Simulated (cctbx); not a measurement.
**MnInSiO5: as given, inverted or twinned?**

Space group P1 (no. 1), a = 5.5110 Å, b = 5.6070 Å, c = 7.3520 Å, α = 107.90°, β = 108.14°, γ = 95.76°.

```
atom  mult.       x       y       z  Ueq (Å²)
 In1      1  0.1456  0.2689  0.7120    0.0112
 In2      1  0.8435  0.7106  0.2372    0.0126
 Mn1      1  0.5080  0.9865  0.9793    0.0158
 Mn2      1  0.4957  0.0110  0.4895    0.0169
 Si1      1  0.8721  0.6599  0.7439    0.0145
 Si2      1  0.1525  0.3238  0.2310    0.0189
  O1      1  0.5773  0.9061  0.2340    0.0210
  O2      1  0.4230  0.0721  0.7365    0.0205
  O3      1  0.8095  0.3037  0.1349    0.0175
  O4      1  0.2262  0.6627  0.3541    0.0234
  O5      1  0.1937  0.6834  0.8409    0.0187
  O6      1  0.7677  0.3199  0.6062    0.0219
  O7      1  0.7867  0.8195  0.5708    0.0181
  O8      1  0.7418  0.7653  0.9257    0.0207
  O9      1  0.2400  0.1863  0.4126    0.0216
 O10      1  0.2757  0.2232  0.0483    0.0205
```

The model is made up (kin elements in a known structure type, no relaxation), so it says nothing on whether the phase exists.

Data sets are simulated with cctbx and refined with Bijvoet mates kept apart; Flack x is then fitted as the share of an inverted twin with the atoms fixed, Hooft y from the Bijvoet differences. The group has rotations alone, so the crystal has a hand.

Untwinned crystal. What Flack and Hooft values should come out?

| λ (Å) | extinction (unmodelled) | d min (Å) | top counts | error (%) | model | R1 | Flack x | s.u. | Hooft y | s.u. | pairs |
| --- | --- | --- | --- | --- | --- | --- | --- | --- | --- | --- | --- |
| 0.71073 | 0 | 0.77 | 20000 | 1.5 | as given | 0.0165 | 0.08 | 0.03 | 0.070 | 0.043 | 746 |
| 0.71073 | 0 | 0.77 | 20000 | 1.5 | inverted | 0.0184 | 0.88 | 0.03 | 0.933 | 0.045 | 746 |
| 1.54184 | 0 | 0.83 | 70000 | 3 | as given | 0.0144 | 0.020 | 0.006 | 0.010 | 0.010 | 592 |

With Mo Kα, x is within 3 s.u. of 0, so the hand is right. With Cu Kα, x is close to 0 but 3 s.u. off; with the atoms held fixed the s.u. tends to be too small. Inverting the model turns x into about 1 − x.

A further crystal gives:

```
 λ (Å)  extinction (unmodelled)  d min (Å)  top counts  error (%)     model      R1  Flack x  s.u.  Hooft y   s.u.  pairs
0.7749                        0       0.84       20000          6  as given  0.0289     0.56  0.05    0.572  0.063    577
```

**Question.** What is it?

It was simulated as an inversion twin with a fraction 0.5 of the inverted domain. Flack x is over 3 s.u. from both 0 and 1 and reads that fraction.

[Logs are printed without paths, hosts, clocks, repeated set-up lines and the standing remarks that a program may print on its own settings, such as how far it seeks lower states.]
